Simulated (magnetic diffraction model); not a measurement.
# Magnetic neutron pattern of Ho2ScTi4Ni4

Space group C2/m (no. 12), a = 14.7780 Å, b = 4.0460 Å, c = 6.2600 Å, β = 114.69°.

```csv
site,atom,x,y,z
4i,Ho,0.1330,0,0.6359
4i,Ni,0.3233,0,0.6296
4i,Ni,0.3335,0,0.0279
4i,Ti,0.0064,1/2,0.2945
4i,Ti,0.2161,0,0.2042
2a,Sc,0,0,0
```

The compound is invented for this exercise: a known structure type with other elements, its cell scaled to their sizes and not relaxed.

Only Ho is taken to order (form factors of Ho3+); orders and moment sizes are assumed, and not adapted to the symmetry. Radiation: neutrons of λ = 2.36 Å, 3° to 70°; isotropic B of 0.47 Å² (Ho), 0.51 Å² (Ni), 0.58 Å² (Ti) and 0.61 Å² (Sc). The intensities are simulated: I ∝ L Σ (|F_N|² + |F_M⊥|²) for unpolarised neutrons, with F_M = 2.695 fm/μB × Σ f(s) S exp(2πi Q·r) exp(−B s²) at Q = H ± k (one set where k and −k are equivalent), only the part normal to Q counting and L = 1/(sin²θ cos θ). For collinear order S is the moment m, which repeats by lattice and centring translations R with the sign exp(−2πi k·R). Form factors are spin-only for 3d ions and dipole or tabulated for f ions, scattering lengths are Sears's of 1992, and absorption is left out. A label names one of the reflections at its angle. The strongest nuclear line in the range is 100, and lines under 0.2 are left out.

Assume the order k = (0 0 0), collinear moments along [010], 7.3 μB on Ho; signs + at (0.1330, 0, 0.6359), − at (0.3670, 1/2, 0.3641).

Predict the pattern, nuclear and magnetic parts apart.

```csv
2θ (°),index,nuclear,magnetic
20.25,(2 0 0),14.6,134.2
23.95,(0 0 1),4.1,54.5
24.07,(2 0 -1),5.3,50.5
35.47,(1 1 0),5.0,3.9
37.70,(2 0 1),13.3,12.4
37.94,(4 0 -1),3.8,13.5
40.64,(1 1 -1),33.9,0.0
41.16,(4 0 0),22.2,1.2
44.30,(2 0 -2),0.3,0.0
45.74,(1 1 1),23.4,21.1
45.88,(3 1 -1),30.9,21.2
46.30,(3 1 0),100.0,7.5
49.03,(0 0 2),27.4,20.6
49.29,(4 0 -2),28.4,20.7
56.98,(4 0 1),6.4,11.4
57.27,(6 0 -1),10.4,10.8
57.92,(1 1 -2),22.9,10.9
58.04,(3 1 -2),25.3,9.5
59.11,(3 1 1),15.4,0.9
59.34,(5 1 -1),22.6,0.6
61.83,(2 0 2),1.7,0.7
62.28,(6 0 -2),0.8,0.3
63.65,(6 0 0),30.6,10.8
63.66,(5 1 0),9.7,12.2
65.85,(1 1 2),27.1,5.0
66.17,(5 1 -2),21.9,6.0
69.74,(2 0 -3),4.9,5.9
69.90,(4 0 -3),4.1,4.8
```

The strongest magnetic line in the range is (2 0 0) at 20.25° (134.2). On top of the Lorentz factor, which all lines share, magnetic lines fade with angle because f falls: for Ho3+ it is 0.96, 0.85, 0.71 and 0.44 at sin θ/λ = 0.1, 0.2, 0.3 and 0.5 Å⁻¹, while nuclear lengths stay constant. The order has no net moment.

[Logs are printed without paths, hosts, clocks, repeated set-up lines and the standing remarks that a program may print on its own settings, such as how far it seeks lower states.]
